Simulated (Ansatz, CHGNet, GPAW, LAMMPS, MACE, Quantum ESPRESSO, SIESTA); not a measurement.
**Other levels on liquid 46P2O5-23Na2O-23ZnO-8NiO (mol %) at 1800 K (59 atoms)**

Density of this cell: 2.40 g/cm³. The cell holds 59 atoms: 12 P, 6 Na, 3 Zn, 1 Ni and 37 O. Cell: a = 9.787 Å, b = 9.787 Å, c = 9.787 Å, α = 90.0°, β = 90.0°, γ = 90.0°. 59 atoms (12 P, 6 Na, 3 Zn, 1 Ni, 37 O) placed at random at 2.82 g/cm³, melted at 4000 K for 10 ps at fixed volume with the Morse and Coulomb pair potential with partial charges (Pedone, Malavasi, Menziani, Cormack and Segre, J. Phys. Chem. B 110, 11780 (2006)). Snapshot at the end of a hold of 10 ps at 1800 K and zero pressure.

Geometry: as built.

The reference, a calculation:

- method: Kohn-Sham DFT, PBE, SSSP efficiency 1.3.0 pseudopotentials, plane waves (Quantum ESPRESSO 7.5); sssp-pbe-1.3.0-efficiency, cutoffs 60/480 Ry, Γ point
- r.m.s. force component: 2.34 eV/Å
- longest force: 9.656 eV/Å
- pressure: 2.476 GPa
- time: 10 min on 4 MPI ranks of Arm Neoverse V1, shared host
- CPU time: 40 min

Q: Estimate the differences from the reference, the CPU time and the memory of each run.
- GPAW PBE, grid h 0.24 Å (GPAW 26.7.0; 2 MPI ranks)
- SIESTA PBE, DZP, shift 0.01 Ry, mesh 500 Ry (SIESTA 5.4.2; 2 MPI ranks)
- MACE MP-0b2 small potential (MACE MP-0b2 small; 1 thread)
- GPAW PBE, LCAO szp(dzp), h 0.18 Å (GPAW 26.7.0; 1 thread)
- SIESTA PBE, SZP, shift 0.01 Ry, mesh 500 Ry (SIESTA 5.4.2; 2 MPI ranks)
- CHGNet r2SCAN potential (CHGNet r2SCAN; 1 thread)
- GPAW PBE, LCAO dzp, h 0.18 Å (GPAW 26.7.0; 1 thread)
- MACE MPA-0 medium potential (MACE MPA-0 medium; 1 thread)

Differences are against the plane-wave reference, forces as r.m.s. over components; share is that over the reference's r.m.s. force, slope the least-squares factor from reference forces to these. Total energies of different programs have different zeros and aren't compared.

| run | Δ force, r.m.s. (meV/Å) | share (%) | slope | Δ pressure (GPa) | cores | CPU time | memory (GiB) |
| --- | --- | --- | --- | --- | --- | --- | --- |
| reference | - | - | - | - | 4 | 40 min | 3.0 |
| GPAW PBE, grid h 0.24 Å (coarse) | 249 | 10.6 | 1.019 | - | 2 | 9.5 min | 1.8 |
| SIESTA PBE, DZP, shift 0.01 Ry, mesh 500 Ry | 302 | 12.9 | 1.049 | 0.0858 | 2 | 26 min | 1.8 |
| MACE MP-0b2 small potential | 367 | 15.7 | 0.897 | -0.937 | 1 | 7.9 s | 0.67 |
| GPAW PBE, LCAO szp(dzp), h 0.18 Å (coarse) | 684 | 29.2 | 1.152 | - | 1 | 5 min | 1.5 |
| SIESTA PBE, SZP, shift 0.01 Ry, mesh 500 Ry (coarse) | 996 | 42.6 | 1.276 | 4.82 | 2 | 16 min | 1.7 |
| CHGNet r2SCAN potential | 638 | 27.3 | 0.824 | -4.70 | 1 | 3.9 s | 0.8 |
| GPAW PBE, LCAO dzp, h 0.18 Å | 546 | 23.3 | 1.110 | - | 1 | 7.6 min | 1.6 |
| MACE MPA-0 medium potential | 267 | 11.4 | 0.932 | -1.01 | 1 | 8.1 s | 0.84 |

Rows marked coarse were listed beforehand as settings not expected to be converged; some can still land near the reference.

Times of the machine-learned potentials are mostly Python's start and the loading of weights.

CPU time is summed over cores on a shared host, where runs went side by side, so it is rough. Symmetry, cutoffs, thresholds, outputs and thread counts weren't matched or tuned between programs; memory under MPI is the largest rank's times the ranks.

The PBE runs in local orbitals, coarse settings apart, differ by 13 % (SIESTA PBE, DZP, shift 0.01 Ry, mesh 500 Ry) to 23 % (GPAW PBE, LCAO dzp, h 0.18 Å); basis, grid and potentials can all enter. Machine-learned potentials differ by 11 % (MACE MPA-0 medium potential) to 27 % (CHGNet r2SCAN potential); they were trained on other programs' data, some at another functional, the PBE(+U) sets with a Hubbard term on some transition metals in oxides and fluorides. SIESTA PBE, DZP, shift 0.01 Ry, mesh 500 Ry needed 93 SCF steps, so its time overstates the method's usual cost. Runs with settings chosen to be coarse differ by 11 % (GPAW PBE, grid h 0.24 Å) to 43 % (SIESTA PBE, SZP, shift 0.01 Ry, mesh 500 Ry), their programs' other errors included. Machine-learned potentials mimic data converged in k, so the reference's own k-point error enters their differences. The network of bonds at the start is that of the classical potential that made the cell, and needn't be the one that DFT or experiment would give. The electronic-structure runs sample only Γ, in a cell whose shortest periodic width is 10 Å.

[Hosts, paths, dates, database ids (printed as entryN), source tags and the programs' standing remarks are cut or masked in the printed files.]
